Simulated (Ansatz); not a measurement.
# KTaTe3 (built on the sites of a database entry of KTaO3): phonons and vibrational spectra, part 2 of 2

Aim: the vibrations of KTaTe3 (built on the sites of a database entry of KTaO3), their spectra, and whether the structure is stable.

Ansatz 0.2.0; DFT PBEsol, scalar-relativistic, plane waves, PAW.

So far. Step 4 (Relaxing to small forces for the phonons): The forces vanish by symmetry and the pressure is 0.005 GPa, within the tolerances set. The cell now holds 32.34 Å³/atom. Step 5 (Zone-centre response): Before it was imposed, the acoustic sum rule was missed by 3.6e-5 eV/Å². Small misses are needed for a sound result but don't prove that mesh and cutoff are converged. The lowest optical mode is real, 13.7 cm⁻¹. The relaxed cell has a = 5.448 Å (conventional setting).

The structure was built from a prototype and need not be the compound's stable phase.

### 6. Phonons on a q mesh

Stability and thermal properties need the whole zone. Linear response on a 2×2×2 q mesh gives force constants as far as a supercell of that size would.

input.yaml

```yaml
crystal:
  lattice:
    - [5.4478105987, 0.0, 0.0]
    - [0.0, 5.4478105987, 0.0]
    - [0.0, 0.0, 5.4478105987]
  atoms:
    - { symbol: K, position: [0.5, 0.5, 0.5] }
    - { symbol: Ta, position: [0.0, 0.0, 0.0] }
    - { symbol: Te, position: [0.5, 0.0, 0.0] }
    - { symbol: Te, position: [0.0, 0.5, 0.0] }
    - { symbol: Te, position: [0.0, 0.0, 0.5] }
kpoints:
  mp_grid: { grid: [8, 8, 8] }
hamiltonian:
  xc: pbesol
scf:
  occupations: { method: methfessel_paxton, width: 0.2 }
output:
  eigenvalues: true
phonons:
  method: dfpt
  qmesh: [2, 2, 2]
  temperatures: { t_max: 1000, t_step: 50 }
  qpath:
    path:
      - [[0.0, 0.0, 0.0], [0.0, 0.5, 0.0], [0.5, 0.5, 0.0], [0.0, 0.0, 0.0], [0.5, 0.5, 0.5], [0.0, 0.5, 0.0]]
      - [[0.5, 0.5, 0.5], [0.5, 0.5, 0.0]]
    npoints: 10
```

Started as:

```console
> ansatz run input.yaml --threads 8 --pin off --max-ram 14336MiB --backend cpu --events-out ev --progress --plain --runs-dir out
```

Numbers of over 12 decimals in the logs are rounded to 6 here.

What it wrote:

```text
[...]
Crystal: 5 atoms, lattice volume = 161.684 Å³
Basis set: ecut = 420 eV, 3119 PW (Γ), exchange–correlation on 80×80×80 points (8 copies of the dense FFT grid, shifted against one another)
Bands: 42, of which v1, the nominal top of the filled ones, is band 35 counted from 1 (34 counted from 0)
Symmetry: 48 space group operations
k-points: 35 of 512
[...]
SCF iter   1: F=—  HF=-32028.555837 eV  |F-HF|=—  |Δ(HF+E_count)|=         —  Δρ=2.36e-3  dr2=7.71e-3  ethr=1.77e-3  ⟨swp⟩=7.2  Hψ=6127  notcnv=0
[...]
SCF iter   9: F=-32028.554052 eV  HF=-32028.554052 eV  |F-HF|=7.28e-12  |Δ(HF+E_count)|=  7.28e-12  S|Δr|=    0.00e0  Δρ=2.39e-8  dr2=6.49e-13  ethr=1.00e-12  ⟨swp⟩=10.9  Hψ=8012  notcnv=0
SCF 1 converged in 9 iterations: F = -32028.554052 eV  dr2 = 6.49e-13
[...]
SCF iter   7: F=-32028.554052 eV  HF=-32028.554052 eV  |F-HF|=0.00e0  |Δ(HF+E_count)|=  1.46e-11  S|Δr|=    0.00e0  Δρ=4.87e-8  dr2=2.21e-12  ethr=1.00e-12  ⟨swp⟩=4.8  Hψ=3791  notcnv=0
SCF 2 converged in 7 iterations: F = -32028.554052 eV  dr2 = 2.21e-12
phonons: the bands overlap, so this run is a metal and interpolates without the dipole-dipole term. If the crystal is really an insulator or semiconductor, its LO-TO splitting is missing
NSCF: frozen V_eff on 35 k-points
[...]
DFPT response loops at q = (0, 0, 0) (fractional): preconditioner auto → Kerker (q_TF=auto, 2.373 Å⁻¹) (partly filled bands, converged f_vac=0.037); β = 1.00, the filter's whole step (`scf.mixing.beta` (0.50) is not read by the response loops under this deck's `scf.mixing.preconditioner`; to damp them name `kerker` or `kerker_dos`, under which they read `scf.mixing.beta`, and type it under 1.00, their step now; both keys bind the ground state too); Broyden in place of MSR1
[...]
SCF converged after 9 iterations
[...]
Free energy (F): -32028.554052 eV
[...]
Internal energy: -32028.527254 eV  (E = F + TS)
E sigma→0 (E₀):  -32028.547353 eV
Entropy (-TS):   -0.026799 eV (-5.360 meV/atom)
Fermi energy:    8.396933 eV
[...]
--- Band table (eV; the first three rows and the last of 35) ---
  k-point 0: bands = [... 31 lower, 7.2235, 7.4611, 7.4611, 7.4611, 8.0994, 8.0994, 8.0994, 9.4094, ... 3 higher]
  k-point 1: bands = [... 31 lower, 7.1140, 7.4479, 7.4676, 7.7075, 7.7075, 8.4275, 8.4275, 9.4274, ... 3 higher]
  k-point 2: bands = [... 31 lower, 6.6035, 6.8813, 7.4834, 7.7508, 7.7508, 9.0857, 9.0857, 9.4577, ... 3 higher]
  k-point 34: bands = [... 31 lower, 4.2909, 8.7980, 8.7980, 8.7980, 9.7393, 9.7393, 9.7393, 10.5618, ... 3 higher]
--- Phonons (Γ-DFPT): 4 representative perturbations + reference (Σ response iterations 14) ---
  ASR residual: 3.489e-5 → 0.000e0 eV/Å²; symmetrization residual: 1.969e-5 eV/Å²
  ASR residual per site (eV/Å²): 1.20e-5 3.49e-5 3.61e-6 3.61e-6 3.61e-6
[...]
--- Phonons (arbitrary-q DFPT): 4 irreducible q on the 2×2×2 mesh ---
  q = [0.0000, 0.0000, 0.0000] (star 1, of the zone-centre solve; hermiticity 3.46e-6, symmetrization 1.40e-11): -0.00 -0.00 0.00 13.68 13.68 13.68 32.55 32.55 32.55 63.00 63.00 63.00 181.66 181.66 181.66
  q = [0.0000, 0.0000, -0.5000] (star 3, 9 solved perturbations in 975 linear systems a pass and spin channel, the states on 125 of 512 k-point pairs; hermiticity 2.73e-6, symmetrization 1.80e-11): -15.60 -15.60 31.34 31.34 41.18 48.98 48.98 53.14 57.51 68.92 68.92 103.53 179.09 179.09 180.77
[...]
sum rule: each row above includes the acoustic sum rule's correction from the zone centre's row sums; it moved no ω² by more than (0.29 cm⁻¹)²
  mesh force constants: q→R imaginary residual 1.67e-18; ASR residual 3.489e-5 → 0.000e0 eV/Å²; symmetrization residual 5.329e-15 eV/Å²
  interpolated dispersion: 62 rows × 15 modes
  density of states and harmonic sums: on the 12×12×12 q-mesh, interpolated from the force constants of a 2×2×2 supercell (no non-analytic term)
  largest difference from the sums on the solved wave vectors: F 4.12e-1 eV, S 5.25e-4 and C_V 1.14e-4 eV/K
  zero-point energy: 0.067595 eV/cell   skipped modes (ω ≤ 0): 114, of them read as no rigid motion or as one in doubt: 111 (1.183e0 modes/cell left out, lowest -32.52 cm⁻¹)   left out of the sums: 7.90e-2 of the cell's modes: C_V's classical limit lies that fraction below 3 k_B per atom; for a crystal, a wire or a layer, F and S can be off by more, and a phonons.interpolated_qmesh denser along its periods is the remedy for the sampling
```

It took 5.6 min on 8 threads of Arm Neoverse V1, shared host; peak memory 2.5 GiB; 43 min of CPU time.

Numbers from this step:

```
sum-rule residual before enforcement                    : 3.49e-5 eV/Å²
lowest frequency on the path                            : -32.52 cm⁻¹
highest frequency on the path or at a solved wavevector : 208.8 cm⁻¹
lowest mode on the q mesh (acoustic modes at Γ apart)   : -32.52 cm⁻¹
```

Frequencies (cm⁻¹) solved at each irreducible wavevector; negative means imaginary. Frequencies by wavevector, by row:

```tsv
q in reciprocal lattice units	star	mode 1	mode 2	mode 3	mode 4	mode 13	mode 14	mode 15
0 0 0	1	0	0	0	13.7	181.7	181.7	181.7
0 0 -0.5	3	-15.6	-15.6	31.3	31.3	179.1	179.1	180.8
0 -0.5 -0.5	3	-31.3	-23.7	39.8	39.8	105.5	176.8	194.7
-0.5 -0.5 -0.5	1	-32.5	-32.5	-32.5	-29.4	103.6	103.6	208.1
```

Interpolated from a 2×2×2 q mesh. Phonon branches along the path, in cm⁻¹:

```tsv
point	branch 1	branch 2	branch 3	branch 4	branch 12	branch 13	branch 14	branch 15
Γ	0	0	0	14	63	182	182	182
halfway	-9	-9	25	25	73	180	180	181
X	-16	-16	31	31	104	179	179	181
halfway	-20	3	32	42	104	140	178	195
M	-31	-24	40	40	106	106	177	195
halfway	-15	7	31	40	78	158	179	193
Γ	0	0	0	14	63	182	182	182
halfway	7	7	17	48	82	152	152	204
R	-32	-32	-32	-29	104	104	104	208
halfway	-10	12	12	40	105	123	145	207
X	-16	-16	31	31	104	179	179	181
jump to R	-32	-32	-32	-29	104	104	104	208
halfway	-32	6	6	33	105	105	128	208
M	-31	-24	40	40	106	106	177	195
```

The phonon density of states has structure finer than the step of the table below, so its rows give means over 5 cm⁻¹, whole bins alone (the curve runs from -33 to 209 cm⁻¹). Peaks (cm⁻¹: height): 15.0: 0.0926, 35.0: 0.153, 53.0: 0.322, 63.0: 0.226, 103.0: 0.0956, 177.0: 0.0731, 197.0: 0.0576.

Tetrahedra on a 12×12×12 mesh, mean over bins of 2 cm-1. Interpolated from a 2×2×2 q mesh. Table of phonon density of states by wavenumber; means over each step:

wavenumber (cm⁻¹), phonon density of states (1/cm⁻¹/cell) and a bar:
```
      -30      0.025 #
      -25      0.034 ###
      -20      0.034 ###
      -15      0.035 ###
      -10      0.036 ###
       -5      0.038 ###
        0      0.038 ###
        5      0.042 ####
       10      0.053 ######
       15      0.076 #########
       20      0.046 #####
       25      0.067 ########
       30      0.126 ################
       35      0.139 ##################
       40      0.122 ################
       45      0.128 ################
       50      0.214 #############################
       55      0.221 ##############################
       60      0.130 #################
       65      0.186 #########################
       70      0.137 ##################
       75      0.105 #############
       80      0.093 ###########
       85      0.085 ##########
       90      0.059 ######
       95      0.028 ##
      100      0.059 ######
      105      0.054 ######
      110      0.016 
      115      0.016 
      120      0.016 
      125      0.016 
      130      0.017 
      135      0.018 
      140      0.019 #
      145      0.020 #
      150      0.022 #
      155      0.025 #
      160      0.028 ##
      165      0.032 ##
      170      0.041 ####
      175      0.061 #######
      180      0.042 ####
      185      0.015 
      190      0.027 ##
      195      0.049 #####
      200      0.045 ####
      205      0.041 ####
```

The partial phonon density of states has structure finer than the step of the table below, so its rows give means over 10 cm⁻¹, whole bins alone (the curve runs from -41.5 to 225 cm⁻¹). Peaks (cm⁻¹: height): K 52.4: 0.176, 62.5: 0.101; Ta -14.7: 0.0191, 15.5: 0.0262, 42.4: 0.0233, 79.3: 0.0235, 94.3: 0.0419, 102.7: 0.0844; Te -26.4: 0.0444, -13.0: 0.0702, 30.6: 0.109, 69.2: 0.0912, 178.2: 0.0487, 198.3: 0.0447.

Phonopy on the run's constants, 11x11x11 mesh, Gaussian sigma 2.0 cm-1. Interpolated from a 2×2×2 q mesh. The partial phonon density of states by wavenumber; means over each step; values in 1/cm⁻¹/cell:

```tsv
wavenumber (cm⁻¹)	K	Ta	Te
-30	6.2e-5	4.1e-4	0.0249
-20	1.8e-4	0.0115	0.0234
-10	9.3e-4	0.0142	0.0408
0	2.6e-4	0.00413	0.00663
10	0.00237	0.0166	0.0206
20	0.00450	0.0127	0.0586
30	0.00983	0.0170	0.0932
40	0.0163	0.0211	0.0835
50	0.111	0.0174	0.0740
60	0.0976	0.0160	0.0546
70	0.0396	0.0119	0.0811
80	0.0101	0.0162	0.0706
90	0.00418	0.0180	0.0379
100	0.00204	0.0455	0.00208
110	6.9e-4	0.0206	0.00358
120	1.3e-4	0.00784	0.00721
130	4.9e-5	0.00683	0.0108
140	2.7e-5	0.00545	0.0121
150	1.1e-5	0.00618	0.0182
160	9.9e-6	0.00564	0.0182
170	3.4e-6	0.00923	0.0346
180	5.7e-6	0.00882	0.0340
190	2.6e-6	0.00306	0.0264
200	9.2e-6	0.00270	0.0410
210	0	7.7e-4	0.0219
220	0	1.5e-7	1.6e-5
```

Symmetry leaves 4 wavevectors to solve. The lowest mode among them, the acoustic zeros apart, lies at q = (-0.5, -0.5, -0.5) and is imaginary, 32.5i cm⁻¹, so the energy falls along it.

### 7. Another isotope, element K, natural mass 39.0983 amu

An isotope changes the mass and not the force constants, so no new electronic calculation is needed; the shifts show which modes move this element.

The same force constants with the mass of K changed from 39.098 to 40.962 u (phonopy, no LO-TO term). Both lists are sorted by frequency; levels can cross, so a row need not hold one and the same mode. Modes under 3 cm⁻¹ are left out. Isotope shifts, by row, the first 40 of 57 rows:

```tsv
q	rank	natural mass (cm⁻¹)	changed mass (cm⁻¹)
0 0 0	4	13.68	13.63
0 0 0	5	13.68	13.63
0 0 0	6	13.68	13.63
0 0 0	7	32.55	32.55
0 0 0	8	32.55	32.55
0 0 0	9	32.55	32.55
0 0 0	10	63	61.86
0 0 0	11	63	61.86
0 0 0	12	63	61.86
0 0 0	13	181.7	181.7
0 0 0	14	181.7	181.7
0 0 0	15	181.7	181.7
0 0 -0.5	1	-15.6	-15.6
0 0 -0.5	2	-15.6	-15.6
0 0 -0.5	3	31.34	31.34
0 0 -0.5	4	31.34	31.34
0 0 -0.5	5	41.18	41.18
0 0 -0.5	6	48.98	48.21
0 0 -0.5	7	48.98	48.21
0 0 -0.5	8	53.14	53.14
0 0 -0.5	9	57.51	56.18
0 0 -0.5	10	68.92	68.4
0 0 -0.5	11	68.92	68.4
0 0 -0.5	12	103.5	103.5
0 0 -0.5	13	179.1	179.1
0 0 -0.5	14	179.1	179.1
0 0 -0.5	15	180.8	180.8
0 -0.5 -0.5	1	-31.31	-31.31
0 -0.5 -0.5	2	-23.71	-23.71
0 -0.5 -0.5	3	39.8	39.51
0 -0.5 -0.5	4	39.8	39.51
0 -0.5 -0.5	5	56.25	54.96
0 -0.5 -0.5	6	60.09	59.24
0 -0.5 -0.5	7	60.09	59.24
0 -0.5 -0.5	8	61.96	61.96
0 -0.5 -0.5	9	61.96	61.96
0 -0.5 -0.5	10	89.46	89.46
0 -0.5 -0.5	11	90.82	90.82
0 -0.5 -0.5	12	105.5	105.3
0 -0.5 -0.5	13	105.5	105.3
```

A mode of this element alone would shift by -2.30 %. The highest zone-centre frequency without the field goes from 181.7 to 181.7 cm⁻¹ (+0.0 %).

### 8. Another isotope, element Te, natural mass 127.6 amu

The same for Te, from 127.60 to 129.91 u.

The same force constants with the mass of Te changed from 127.600 to 129.906 u (phonopy, no LO-TO term). Both lists are sorted by frequency; levels can cross, so a row need not hold one and the same mode. Modes under 3 cm⁻¹ are left out. Isotope shifts, by row, the first 40 of 57 rows:

```tsv
q	rank	natural mass (cm⁻¹)	changed mass (cm⁻¹)
0 0 0	4	13.68	13.63
0 0 0	5	13.68	13.63
0 0 0	6	13.68	13.63
0 0 0	7	32.55	32.26
0 0 0	8	32.55	32.26
0 0 0	9	32.55	32.26
0 0 0	10	63	62.9
0 0 0	11	63	62.9
0 0 0	12	63	62.9
0 0 0	13	181.7	180.4
0 0 0	14	181.7	180.4
0 0 0	15	181.7	180.4
0 0 -0.5	1	-15.6	-15.57
0 0 -0.5	2	-15.6	-15.57
0 0 -0.5	3	31.34	31.07
0 0 -0.5	4	31.34	31.07
0 0 -0.5	5	41.18	40.82
0 0 -0.5	6	48.98	48.83
0 0 -0.5	7	48.98	48.83
0 0 -0.5	8	53.14	52.67
0 0 -0.5	9	57.51	57.51
0 0 -0.5	10	68.92	68.51
0 0 -0.5	11	68.92	68.51
0 0 -0.5	12	103.5	103.5
0 0 -0.5	13	179.1	177.8
0 0 -0.5	14	179.1	177.8
0 0 -0.5	15	180.8	179.2
0 -0.5 -0.5	1	-31.31	-31.03
0 -0.5 -0.5	2	-23.71	-23.66
0 -0.5 -0.5	3	39.8	39.56
0 -0.5 -0.5	4	39.8	39.56
0 -0.5 -0.5	5	56.25	56.25
0 -0.5 -0.5	6	60.09	59.93
0 -0.5 -0.5	7	60.09	59.93
0 -0.5 -0.5	8	61.96	61.4
0 -0.5 -0.5	9	61.96	61.4
0 -0.5 -0.5	10	89.46	88.66
0 -0.5 -0.5	11	90.82	90.01
0 -0.5 -0.5	12	105.5	105.5
0 -0.5 -0.5	13	105.5	105.5
```

A mode of this element alone would shift by -0.89 %. The highest zone-centre frequency without the field goes from 181.7 to 180.4 cm⁻¹ (-0.7 %).

### 9. Summary of results

```json
{
  "space group after relaxation (within 0.01 Å)": "Pm-3m",
  "volume per atom": "32.3 Å³",
  "electronic character": "no gap on this mesh",
  "highest optical mode at the zone centre (no LO-TO term)": "182 cm⁻¹",
  "lowest optical zone-centre mode": "13.7 cm⁻¹",
  "lowest mode on the q mesh (acoustic modes at Γ apart)": "-32.5 cm⁻¹",
  "highest frequency on the path or at a solved wavevector": "209 cm⁻¹",
  "imaginary modes on the 2×2×2 q mesh": "yes"
}
```

In words: Modes are clearly imaginary (beyond 10i cm⁻¹) at 3 of the 4 irreducible wavevectors, most at q = (-0.5, -0.5, -0.5) (32.5i cm⁻¹), so this structure is not a minimum of the energy. The optical modes at Γ span 14 to 182 cm⁻¹. The highest mode in this list at Γ, 181.7 cm⁻¹, is mostly motion of Te (78 % of the kinetic energy). With no gap, or one that is small against the smearing, the frequencies hang on the k mesh and the smearing, most of all near Kohn anomalies. An optical mode within 15 cm⁻¹ of zero is at the mercy of small errors in the force constants, and even its sign is uncertain. Spin-orbit coupling is left out, which can matter for the heavy elements here. The starting cell was built on a prototype and not taken from a measurement, so the phase need not exist. These are harmonic frequencies at zero temperature: anharmonic shifts, linewidths and thermal expansion are left out.

[Logs are printed without paths, hosts, clocks, repeated set-up lines and the standing remarks that a program may print on its own settings, such as how far it seeks lower states.]

[Hosts, paths, dates, database ids (printed as entryN), source tags and the programs' standing remarks are cut or masked in the printed files.]
